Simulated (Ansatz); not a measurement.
**CsSe4Cl (built on the sites of a database entry of CsClO4): following an unstable mode**

Wanted: the energy along a soft mode of CsSe4Cl (built on the sites of a database entry of CsClO4) and the structure at the end.

Main program and level: Ansatz 0.2.0; DFT PBEsol, scalar-relativistic, plane waves, PAW.

The structure was built from a prototype and need not be the compound's stable phase.

**1. The structure**

Symmetry: F-43m, No. 216, cubic system. The conventional cell has a = 9.832 Å, b = 9.832 Å, c = 9.832 Å, α = 90.00°, β = 90.00°, γ = 90.00°. Nearest to Cs lie 12 Se at 4.02 Å. Nearest to Cl lie 4 Se at 2.57 Å. Se has 1 Cl at 2.57 Å and 3 Se at 2.75 Å and 3 Cs at 4.02 Å nearest. Farther neighbours and most contacts between anions are not listed.

**2. Phonons on a q mesh**

The cell comes from relaxations at this level that are not shown. Stability and thermal properties need the whole zone. Linear response on a 2×2×2 q mesh gives force constants as far as a supercell of that size would.

File input.yaml:

```yaml
crystal:
  lattice:
    - [0.0, 4.9159952897, 4.9159952897]
    - [4.9159952897, 0.0, 4.9159952897]
    - [4.9159952897, 4.9159952897, 0.0]
  atoms:
    - { symbol: Cs, position: [0.5, 0.5, 0.5] }
    - { symbol: Cl, position: [0.0, 0.0, 0.0] }
    - { symbol: Se, position: [0.1512066266, 0.1512066266, 0.1512066266] }
    - { symbol: Se, position: [0.5463801201, 0.1512066266, 0.1512066266] }
    - { symbol: Se, position: [0.1512066266, 0.1512066266, 0.5463801201] }
    - { symbol: Se, position: [0.1512066266, 0.5463801201, 0.1512066266] }
kpoints:
  mp_grid: { grid: [6, 6, 6] }
hamiltonian:
  xc: pbesol
scf:
  occupations: { method: methfessel_paxton, width: 0.2 }
output:
  eigenvalues: true
phonons:
  method: dfpt
  qmesh: [2, 2, 2]
  temperatures: { t_max: 1000, t_step: 50 }
  qpath:
    path:
      - [[0.0, 0.0, 0.0], [-0.5, -0.5, 0.0], [-0.375, -0.375, 0.25]]
      - [[-0.375, 0.0, 0.375], [0.0, 0.0, 0.0], [0.0, 0.0, 0.5], [-0.5, -0.25, 0.25], [-0.5, -0.5, 0.0]]
    npoints: 10
```

Command:

```sh
$ ansatz run input.yaml --threads 8 --pin off --max-ram 14336MiB --backend cpu --events-out ev --progress --plain --runs-dir out
```

Numbers of over 12 decimals in the logs are rounded to 6 here.

What it wrote:

```text
Warning: phonons: the dynamical matrix that this run interpolates holds no multipole term above the dipole-dipole one, and a site of this crystal is no centre of inversion, so its interpolated transverse optical and acoustic branches and sound speeds can stay off near Gamma, and the density of states and the thermodynamics with them. What a run solves at a wave vector of phonons.qpoints, Gamma apart, where the deck admits one, is free of this, and under fd what a larger phonons.supercell samples
Engine: ansatz 0.2.0, x86_64-unknown-linux-gnu
Pseudopotentials: kind: paw
Pseudopotential: Cs, paw, valence charge 9, recommended cutoff 420 eV (normal), Cs.paw.azcp
Pseudopotential: Cl, paw, valence charge 7, recommended cutoff 420 eV (normal), Cl.paw.azcp
Pseudopotential: Se, paw, valence charge 16, recommended cutoff 420 eV (normal), Se.paw.azcp
Functional definition: PBEsol
  exchange = pbesol_x
  correlation = pbesol_c
Crystal: 6 atoms, lattice volume = 237.610 Å³
Basis set: ecut = 420 eV, 4645 PW (Γ), exchange–correlation on 96×96×96 points (8 copies of the dense FFT grid, shifted against one another)
Bands: 48, of which v1, the nominal top of the filled ones, is band 40 counted from 1 (39 counted from 0)
Symmetry: 24 space group operations
k-points: 16 of 216 (time reversal used)
Non-local potential: Cs, projectors of the file, l = 0: 3, l = 1: 2, l = 2: 2, l = 3: 2
Non-local potential: Cl, projectors of the file, l = 0: 2, l = 1: 2, l = 2: 2
Non-local potential: Se, projectors of the file, l = 0: 2, l = 1: 2, l = 2: 3, l = 3: 1
PAW form: soft (Blöchl's): semilocal exchange-correlation on the pseudo side does not see the compensation charge
PAW frozen core: Cs, regenerated for the run's functional, and the local potential with it (the file was generated under x = pbe(κ = 0.804, μ = 0.219515), c = pbe(β = 0.066725))
PAW frozen core: Cl, regenerated for the run's functional, and the local potential with it (the file was generated under x = pbe(κ = 0.804, μ = 0.219515), c = pbe(β = 0.066725))
PAW frozen core: Se, regenerated for the run's functional, and the local potential with it (the file was generated under x = pbe(κ = 0.804, μ = 0.219515), c = pbe(β = 0.066725))
PAW one-centre angular grid: Cs, 194 points (default); XC on 64 Gauss nodes
PAW one-centre angular grid: Cl, 110 points (default); XC on 64 Gauss nodes
PAW one-centre angular grid: Se, 590 points (default); XC on 64 Gauss nodes
Initial density: superposition of atomic densities (neutral atoms: chi_scale 0, normalization atom), corrected by the library's trained network
Initial wavefunctions: pseudopotential atomic-orbital guess
Functional: x = pbesol(κ = 0.804, μ = 0.123457), c = pbesol(β = 0.046)
SCF iter   1: F=—  HF=-28342.950496 eV  |F-HF|=—  |Δ(HF+E_count)|=         —  Δρ=2.78e-3  dr2=2.32e-2  ethr=1.77e-3  ⟨swp⟩=7.3  Hψ=3010  notcnv=0
preconditioner: auto → LDOS  [metal: Δε(μ)=0.018 eV  Ē_g=9.570 eV  σ=0.200 eV  W_gap=0.08  n_scr=58 (ndim 8)  ℏωp=14.8 eV  f_vac=0.266  D(μ)=9.06/eV (n_scr^D=64)  β→1.0]
SCF iter   2: F=—  HF=-28342.952202 eV  |F-HF|=—  |Δ(HF+E_count)|=   1.71e-3  S|Δr|=    0.00e0  Δρ=1.33e-3  dr2=5.56e-3  ethr=2.90e-5  ⟨swp⟩=3.0  Hψ=1763  notcnv=0
SCF iter   3: F=—  HF=-28342.950785 eV  |F-HF|=—  |Δ(HF+E_count)|=   1.42e-3  S|Δr|=    0.00e0  Δρ=4.12e-4  dr2=9.93e-4  ethr=6.94e-6  ⟨swp⟩=2.0  Hψ=1386  notcnv=0
SCF iter   4: F=—  HF=-28342.950640 eV  |F-HF|=—  |Δ(HF+E_count)|=   1.44e-4  S|Δr|=    0.00e0  Δρ=1.40e-4  dr2=6.54e-5  ethr=1.24e-6  ⟨swp⟩=2.0  Hψ=920  notcnv=0
SCF iter   5: F=—  HF=-28342.950683 eV  |F-HF|=—  |Δ(HF+E_count)|=   4.23e-5  S|Δr|=    0.00e0  Δρ=4.36e-5  dr2=1.26e-5  ethr=8.18e-8  ⟨swp⟩=2.0  Hψ=1050  notcnv=0
SCF iter   6: F=—  HF=-28342.950684 eV  |F-HF|=—  |Δ(HF+E_count)|=   1.40e-6  S|Δr|=    0.00e0  Δρ=1.51e-5  dr2=1.24e-6  ethr=1.57e-8  ⟨swp⟩=2.6  Hψ=1350  notcnv=0
SCF iter   7: F=—  HF=-28342.950615 eV  |F-HF|=—  |Δ(HF+E_count)|=   6.89e-5  S|Δr|=    0.00e0  Δρ=4.83e-6  dr2=6.40e-8  ethr=1.55e-9  ⟨swp⟩=2.0  Hψ=1386  notcnv=0
SCF iter   8: F=—  HF=-28342.950615 eV  |F-HF|=—  |Δ(HF+E_count)|=   2.45e-8  S|Δr|=    0.00e0  Δρ=1.45e-6  dr2=7.21e-9  ethr=8.00e-11  ⟨swp⟩=2.0  Hψ=1047  notcnv=0
SCF iter   9: F=—  HF=-28342.950615 eV  |F-HF|=—  |Δ(HF+E_count)|=   4.92e-9  S|Δr|=    0.00e0  Δρ=2.50e-7  dr2=1.74e-10  ethr=9.02e-12  ⟨swp⟩=2.1  Hψ=1083  notcnv=0
SCF iter  10: F=-28342.950615 eV  HF=-28342.950615 eV  |F-HF|=7.28e-12  |Δ(HF+E_count)|=  7.64e-11  S|Δr|=    0.00e0  Δρ=5.34e-8  dr2=9.17e-12  ethr=1.00e-12  ⟨swp⟩=9.9  Hψ=4496  notcnv=0
SCF 1 converged in 10 iterations: F = -28342.950615 eV  dr2 = 9.17e-12
  greatest PAW one-centre occupation: 1.000 electrons in one spin orbital (limit 2), on the Se atom at site 4 (counted from 0), in its partial waves of l = 2
Initial density: read from a saved state, or passed on in memory by an earlier SCF of this step, an earlier step, the calling program or the single point that the run made first
iter 1 solved again at ethr=7.96e-8 eV; its pass at ethr=3.10e-3 eV (dr2=6.37e-5 eV) is discarded
SCF iter   1: F=—  HF=-28342.950677 eV  |F-HF|=—  |Δ(HF+E_count)|=         —  Δρ=2.35e-7  dr2=9.38e-11  ethr=7.96e-8  ⟨swp⟩=3.8  Hψ=4991  notcnv=0
eigensolver tolerance schedule: the retry pair's looser diagonalisation over-reported the residual by 678543.86 of it (diagonalisation noise at an unbounded share of the residual, at the tolerance the schedule requests for it); recorded, not acted on — ethr = c·dr2/N_el stays at c = 1.0e-1
preconditioner: auto → LDOS  [metal: Δε(μ)=0.017 eV  Ē_g=9.593 eV  σ=0.200 eV  W_gap=0.07  n_scr=58 (ndim 8)  ℏωp=14.8 eV  f_vac=0.263  D(μ)=8.96/eV (n_scr^D=64)  β→1.0]
SCF iter   2: F=—  HF=-28342.950615 eV  |F-HF|=—  |Δ(HF+E_count)|=   6.17e-5  S|Δr|=    0.00e0  Δρ=2.62e-7  dr2=2.00e-10  ethr=1.00e-12  ⟨swp⟩=3.9  Hψ=2116  notcnv=0
SCF iter   3: F=—  HF=-28342.950615 eV  |F-HF|=—  |Δ(HF+E_count)|=  1.89e-10  S|Δr|=    0.00e0  Δρ=1.32e-7  dr2=3.14e-11  ethr=1.00e-12  ⟨swp⟩=2.1  Hψ=1409  notcnv=0
SCF iter   4: F=—  HF=-28342.950615 eV  |F-HF|=—  |Δ(HF+E_count)|=  1.46e-11  S|Δr|=    0.00e0  Δρ=8.48e-8  dr2=1.75e-11  ethr=1.00e-12  ⟨swp⟩=1.0  Hψ=768  notcnv=0
SCF iter   5: F=-28342.950615 eV  HF=-28342.950615 eV  |F-HF|=7.28e-12  |Δ(HF+E_count)|=  7.28e-12  S|Δr|=    0.00e0  Δρ=3.85e-8  dr2=3.46e-12  ethr=1.00e-12  ⟨swp⟩=3.9  Hψ=2196  notcnv=0
SCF 2 converged in 5 iterations: F = -28342.950615 eV  dr2 = 3.46e-12
  greatest PAW one-centre occupation: 1.000 electrons in one spin orbital (limit 2), on the Se atom at site 3 (counted from 0), in its partial waves of l = 2
phonons: the bands overlap, so this run is a metal and interpolates without the dipole-dipole term. If the crystal is really an insulator or semiconductor, its LO-TO splitting is missing
NSCF: frozen V_eff on 16 k-points
WARN: eigensolver did not converge (k=0): 1 band(s) unlocked after 20 sweeps at ethr=1.39e-12 eV (storage-precision floor; scheduled 1.00e-12 eV) (lowest unlocked band 47, counted from 0; max residual 4.26e-6 eV among the unlocked bands, 7.18e-6 eV over every band; other slots of this pass that fall short are told together in one closing line; warning suppressed until the next SCF loop or pass starts)
WARN: eigensolver did not converge in 5 slots of this pass, the one above among them; of largest residual over every band (k=14): 1 band(s) unlocked (lowest unlocked band 47, counted from 0; max residual 7.50e-6 eV among the unlocked bands, 7.50e-6 eV over every band); of lowest unlocked band (k=0): band 47
NSCF: frozen V_eff on 68 k-points
DFPT response loops at q = (0, 0, 0) (fractional): preconditioner auto → none (partly filled bands, converged f_vac=0.263); β = 0.50; Broyden in place of MSR1
NSCF: frozen V_eff on 224 k-points
DFPT response loops at q = (0, 0, -0.5) (fractional): mixed as the last ones told, above
NSCF: frozen V_eff on 224 k-points
DFPT response loops at q = (0, -0.5, -0.5) (fractional): mixed as the last ones told, above
SCF converged after 10 iterations
Stability not checked: this state was not tested for a lower state beside it, because cold or Methfessel-Paxton smearing, or corrected tetrahedra, fill the levels in a way that the test cannot read (fill_not_monotonic; see scf.lower_state_search)
Free energy (F): -28342.950615 eV
Harris-Foulkes:  -28342.950615 eV  (|F-HF|=7.28e-12)
Internal energy: -28342.934769 eV  (E = F + TS)
E sigma→0 (E₀):  -28342.946654 eV
Entropy (-TS):   -0.015846 eV (-2.641 meV/atom)
Fermi energy:    3.989491 eV
--- Per-component energies (eV) ---
  E_band       = -1915.271852
  E_kinetic    = 771.227438
  E_local      = -14508.181101  (includes V_loc(G=0)·N_el)
  E_nonlocal   = -2305.615033
  E_hartree    = 6957.268680
  E_xc         = -688.172817
  E_vxc        = -634.569273  (∫ρ·V_xc dr)
  E_paw        = -13098.603499  (= ΣΔE_a)
  E_vpaw       = 847.330825  (= ΣTr[D̂ρ^β])
  E_aug_tail   = -0.002249  (compensation charges beyond the density's cutoff)
  E_ewald      = -5475.112582
  E_core_change = 4.256394  (= ΣΔE_core)
  E_smearing   = -0.015846  (= −TS)
  E_closure    = 0.000000  (closes the sum)
  Σ components = -28342.950615   (vs F -28342.950615, Δ=0.00e0)
--- Band table (eV; the first three rows and the last of 16) ---
  k-point 0: bands = [... 36 lower, 1.7061, 1.7061, 4.2334, 4.2334, 4.2334, 5.0009, 5.0009, 5.0009, ... 4 higher]
  k-point 1: bands = [... 36 lower, 1.6140, 1.6140, 4.0577, 4.0577, 4.2366, 4.9679, 5.1499, 5.1499, ... 4 higher]
  k-point 2: bands = [... 36 lower, 1.4354, 1.4354, 3.8148, 3.8148, 4.2431, 4.9292, 5.3454, 5.3454, ... 4 higher]
  k-point 15: bands = [... 36 lower, 1.4179, 1.9782, 3.4373, 3.7333, 4.0888, 4.5368, 5.6346, 5.7936, ... 4 higher]
--- Phonons (Γ-DFPT): 3 representative perturbations + reference (Σ response iterations 10) ---
  ASR residual: 7.952e-5 → 0.000e0 eV/Å²; symmetrization residual: 2.246e-6 eV/Å²
  ASR residual per site (eV/Å²): 7.95e-5 6.20e-6 3.17e-5 3.17e-5 3.17e-5 3.17e-5
  Γ frequencies (cm⁻¹): -128.99 -128.99 -128.99 -110.69 -110.69 0.00 0.00 0.00 30.01 30.01 30.01 44.14 44.14 44.14 149.21 149.21 149.21 229.63
--- Phonons (arbitrary-q DFPT): 3 irreducible q on the 2×2×2 mesh ---
  q = [0.0000, 0.0000, 0.0000] (star 1, of the zone-centre solve; hermiticity 1.75e-6, symmetrization 4.82e-11): -128.99 -128.99 -128.99 -110.69 -110.69 -0.00 0.00 0.00 30.01 30.01 30.01 44.14 44.14 44.14 149.21 149.21 149.21 229.63
  q = [0.0000, 0.0000, -0.5000] (star 4, 5 solved perturbations in 384 linear systems a pass and spin channel, the states on 112 of 216 k-point pairs; hermiticity 4.88e-6, symmetrization 2.83e-6): -154.70 -140.94 -140.94 -100.37 -100.37 -41.76 -41.76 20.90 25.79 25.79 26.83 26.83 44.10 45.26 144.44 144.44 146.51 225.34
  q = [0.0000, -0.5000, -0.5000] (star 3, 6 solved perturbations in 332 linear systems a pass and spin channel, the states on 112 of 216 k-point pairs; hermiticity 6.84e-6, symmetrization 1.07e-6): -162.60 -162.60 -130.60 -107.89 -85.51 -48.13 -48.13 -15.97 21.81 23.01 23.01 36.58 36.58 54.57 142.75 142.75 153.13 226.26
  sum rule: each row above includes the acoustic sum rule's correction from the zone centre's row sums; it moved no ω² by more than (0.47 cm⁻¹)²
  mesh force constants: q→R imaginary residual 1.95e-17; ASR residual 7.952e-5 → 0.000e0 eV/Å²; symmetrization residual 2.220e-15 eV/Å²
  interpolated dispersion: 62 rows × 18 modes
  density of states and harmonic sums: on the 12×12×12 q-mesh, interpolated from the force constants of a 2×2×2 supercell (no non-analytic term)
  largest difference from the sums on the solved wave vectors: F 8.47e-2 eV, S 9.50e-5 and C_V 1.38e-5 eV/K
  zero-point energy: 0.053510 eV/cell   skipped modes (ω ≤ 0): 531, of them read as no rigid motion or as one in doubt: 528 (7.379e0 modes/cell left out, lowest -162.60 cm⁻¹)   left out of the sums: 4.10e-1 of the cell's modes: C_V's classical limit lies that fraction below 3 k_B per atom; for a crystal, a wire or a layer, F and S can be off by more, and a phonons.interpolated_qmesh denser along its periods is the remedy for the sampling
```

The job ended after 2 min (8 threads of Intel Xeon Platinum 8488C (Sapphire Rapids), shared host; peak memory 3.5 GiB; 15 min of CPU time).

Numbers from this step:

* volume per atom: 39.60 Å³
* gap on the k-mesh: 0 eV
* sum-rule residual before enforcement: 7.95e-5 eV/Å²
* lowest frequency on the path: -162.6 cm⁻¹
* point group: -43m
* highest frequency on the path or at a solved wavevector: 229.6 cm⁻¹
* highest optical mode at the zone centre (no LO-TO term): 229.6 cm⁻¹
* lowest optical zone-centre mode: -129.0 cm⁻¹
* lowest mode on the q mesh (acoustic modes at Γ apart): -162.6 cm⁻¹

Frequencies (cm⁻¹) solved at each irreducible wavevector; negative means imaginary. Frequencies by wavevector, by row:

| q in reciprocal lattice units | star | mode 1 | mode 2 | mode 3 | mode 4 | mode 16 | mode 17 | mode 18 |
| --- | --- | --- | --- | --- | --- | --- | --- | --- |
| 0 0 0 | 1 | -129 | -129 | -129 | -110.7 | 149.2 | 149.2 | 229.6 |
| 0 0 -0.5 | 4 | -154.7 | -140.9 | -140.9 | -100.4 | 144.4 | 146.5 | 225.3 |
| 0 -0.5 -0.5 | 3 | -162.6 | -162.6 | -130.6 | -107.9 | 142.8 | 153.1 | 226.3 |

Interpolated from a 2×2×2 q mesh. Phonon branches along the path, in cm⁻¹:

| point | branch 1 | branch 2 | branch 3 | branch 4 | branch 15 | branch 16 | branch 17 | branch 18 |
| --- | --- | --- | --- | --- | --- | --- | --- | --- |
| Γ | -129 | -129 | -129 | -111 | 149 | 149 | 149 | 230 |
| halfway | -147 | -147 | -129 | -109 | 146 | 146 | 153 | 227 |
| X | -163 | -163 | -131 | -108 | 143 | 143 | 153 | 226 |
| halfway | -162 | -161 | -132 | -107 | 138 | 143 | 157 | 225 |
| U | -162 | -156 | -136 | -104 | 132 | 143 | 161 | 224 |
| jump to K | -162 | -156 | -136 | -104 | 132 | 143 | 161 | 224 |
| halfway | -148 | -140 | -135 | -106 | 141 | 147 | 154 | 226 |
| Γ | -129 | -129 | -129 | -111 | 149 | 149 | 149 | 230 |
| halfway | -143 | -135 | -135 | -106 | 147 | 147 | 149 | 227 |
| L | -155 | -141 | -141 | -100 | 144 | 144 | 146 | 225 |
| halfway | -158 | -148 | -139 | -101 | 133 | 144 | 159 | 224 |
| W | -160 | -157 | -137 | -102 | 129 | 143 | 163 | 223 |
| halfway | -161 | -160 | -134 | -106 | 135 | 143 | 159 | 225 |
| X | -163 | -163 | -131 | -108 | 143 | 143 | 153 | 226 |

Symmetry leaves 3 wavevectors to solve. The lowest mode among them, the acoustic zeros apart, lies at q = (0, -0.5, -0.5) and is imaginary, 162.6i cm⁻¹, so the energy falls along it.

**3. The mode frozen in, largest atomic shift 0 Å**

The mode followed lies at q = (0, -0.5, -0.5) with frequency 162.6i cm⁻¹ and is 2-fold degenerate, the softest among the wavevectors solved. At small amplitude the distorted cell has space group no. 31 by a symmetry search on the positions. The undistorted cell that holds it gives the zero of energy on the same k mesh.

System of this step: CsSe4Cl (built on the sites of a database entry of CsClO4). Symmetry: F-43m, No. 216, cubic system. The conventional cell has a = 9.832 Å, b = 9.832 Å, c = 9.832 Å, α = 90.00°, β = 90.00°, γ = 90.00°. Cs has 12 Se at 4.02 Å nearest. Cl has 4 Se at 2.57 Å nearest. Nearest to Se lie 1 Cl at 2.57 Å and 3 Se at 2.75 Å and 3 Cs at 4.02 Å. Farther neighbours and most contacts between anions are not listed.

File input.yaml:

```yaml
crystal:
  lattice:
    - [0.0, -4.9159952897, -4.9159952897]
    - [0.0, 4.9159952897, -4.9159952897]
    - [9.8319905794, 0.0, 0.0]
  atoms:
    - { symbol: Cs, position: [0.5, 0.5, 0.0] }
    - { symbol: Cs, position: [0.0, 0.0, 0.5] }
    - { symbol: Cl, position: [0.5, 0.5, 0.5] }
    - { symbol: Cl, position: [0.0, 0.0, 0.0] }
    - { symbol: Se, position: [0.1975867467, 0.5, 0.6512066266] }
    - { symbol: Se, position: [0.6975867467, 0.0, 0.1512066266] }
    - { symbol: Se, position: [0.8024132533, 0.5, 0.6512066266] }
    - { symbol: Se, position: [0.3024132533, 0.0, 0.1512066266] }
    - { symbol: Se, position: [0.0, 0.6975867467, 0.8487933734] }
    - { symbol: Se, position: [0.5, 0.1975867467, 0.3487933734] }
    - { symbol: Se, position: [0.0, 0.3024132533, 0.8487933734] }
    - { symbol: Se, position: [0.5, 0.8024132533, 0.3487933734] }
kpoints:
  mp_grid: { grid: [6, 6, 4] }
hamiltonian:
  xc: pbesol
scf:
  occupations: { method: methfessel_paxton, width: 0.2 }
output:
  forces: true
  stress: true
  eigenvalues: true
```

What it wrote:

```text
[...]
Crystal: 12 atoms, lattice volume = 475.220 Å³
Basis set: ecut = 420 eV, 9301 PW (Γ), exchange–correlation on 96×96×144 points (8 copies of the dense FFT grid, shifted against one another)
Bands: 96, of which v1, the nominal top of the filled ones, is band 80 counted from 1 (79 counted from 0)
Symmetry: 16 space group operations
[...]
k-point 0: bands = [... 76 lower, 3.3130, 3.9719, 3.9719, 4.2334, 4.2334, 4.2335, 4.2684, 5.0009, ... 12 higher]
  k-point 1: bands = [... 76 lower, 3.4526, 3.9910, 3.9910, 4.0972, 4.1567, 4.1567, 4.3864, 4.8828, ... 12 higher]
  k-point 2: bands = [... 76 lower, 3.7761, 3.7761, 4.0519, 4.0519, 4.0519, 4.0519, 4.6362, 4.6362, ... 12 higher]
  k-point 29: bands = [... 76 lower, 3.5741, 3.5741, 3.5742, 3.5742, 4.1255, 4.1255, 4.6262, 4.6262, ... 12 higher]
[key lines of the parts left out:]
SCF converged after 8 iterations
Free energy (F): -56685.901707 eV
Fermi energy:    3.988918 eV
P = ⅓ Tr σ = -0.0003 GPa (-0.003 kbar)
```

It took 10 s on 8 threads; peak memory 2.4 GiB; 78 s of CPU time.

Numbers from this step:

```
pressure                         : -2.58e-4 GPa
energy from the undistorted cell : 0 meV/atom
```

The run ends at a pressure of 0.00 GPa, with forces up to 0.0012 eV/Å.

(Continued in part 2 of 3.)

[Logs are printed without paths, hosts, clocks, repeated set-up lines and the standing remarks that a program may print on its own settings, such as how far it seeks lower states.]

[Hosts, paths, dates, database ids (printed as entryN), source tags and the programs' standing remarks are cut or masked in the printed files.]
